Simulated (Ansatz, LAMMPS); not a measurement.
# Static equation of state of Ga2O3 with crystalline order left by the classical run (115 atoms)

Density of this cell: 5.48 g/cm³. The cell holds 115 atoms: 46 Ga and 69 O. Cell: a = 10.839 Å, b = 10.867 Å, c = 11.120 Å, α = 88.8°, β = 88.6°, γ = 86.4°. The starting structure: 115 atoms (46 Fe, 69 O) placed at random at 4.28 g/cm³, melted at 4500 K for 20 ps at fixed volume with the Morse and Coulomb pair potential with partial charges (Pedone, Malavasi, Menziani, Cormack and Segre, J. Phys. Chem. B 110, 11780 (2006)). Quenched from 4500 K to 300 K at 10 K/ps and fixed volume, held 20 ps at zero pressure. Then Fe was replaced by Ga (the potential has no terms for the new elements, so the cell is a start for a DFT relaxation).

Calculated with Ansatz 0.2.0: Kohn-Sham DFT, PBE, PAW (set soft_2), plane waves; cutoff 420 eV, Γ point, fixed occupations. Cell and atoms were relaxed first, to V0 = 11.361 Å³ an atom at a residual P0 = -0.005 GPa. The cell was then scaled evenly, and the atoms were relaxed at each volume.

| volume (Å³/atom) | pressure (GPa) |
| --- | --- |
| 10.225 | 14.51 |
| 10.680 | ? |
| 11.021 | 3.493 |
| 11.702 | -2.920 |
| 12.043 | -4.304 |

Task: Fit the third-order Birch–Murnaghan equation to the rows given and interpolate to the withheld row.

**Working.**

Take the Eulerian strain f = ½[(V0/V)^(2/3) − 1] and the normalised pressure F = (P − P0) / [3f(1 + 2f)^(5/2)]. The third-order Birch–Murnaghan equation is then the line F = B0 + (3/2)B0(B′ − 4) f, so u = f and v = F.

| u = f | v = F (GPa) |
| --- | --- |
| 0.0363830 | 111.604 |
| 0.0102568 | 108.058 |
| -0.00975627 | 104.610 |
| -0.0190504 | 82.8873 |

With n = 4: mean u = 0.00445828, mean v = 101.790, Σ(u − ū)² = 0.0018075, Σ(u − ū)(v − v̄) = 0.75395. Slope b = 0.75395 / 0.0018075 = 417.12; intercept a = v̄ − b ū = 99.930.

So B0 = a = 99.9 GPa and B′ = 4 + 2b/(3a) = 6.78. At the withheld volume f = 0.02106, F = a + b f = 108.7 GPa, and P = P0 + 3f(1 + 2f)^(5/2) F.

Prediction at 10.680: 7.608 GPa. The run gave 7.651 GPa, so the fit is low by 0.043 GPa (0.56 % of the value).

The series isn't one smooth equation of state: even a line fitted to all rows, the withheld one included, misses F by up to 11.0 % and the count of bonds changes along the series. B0 and B′ are then only the numbers of this fit, not moduli of the material. Among the rows given, the largest miss of the fit is at 12.043, by 0.47 GPa (2.5 % of the range of the table).

Limits: Static cells at zero temperature; the cell shape is held. The program notes that the SCF threshold of these relaxations is loose for the stress. The quench rate of 10 K/ps is many orders above laboratory rates, so the cell is likely richer in defects and strain than a real sample. The network of bonds at the start is that of the classical potential that made the cell, and needn't be the one that DFT or experiment would give. Only the Γ point is sampled, in a cell whose shortest periodic width is 11 Å.

[Hosts, paths, dates, database ids (printed as entryN), source tags and the programs' standing remarks are cut or masked in the printed files.]
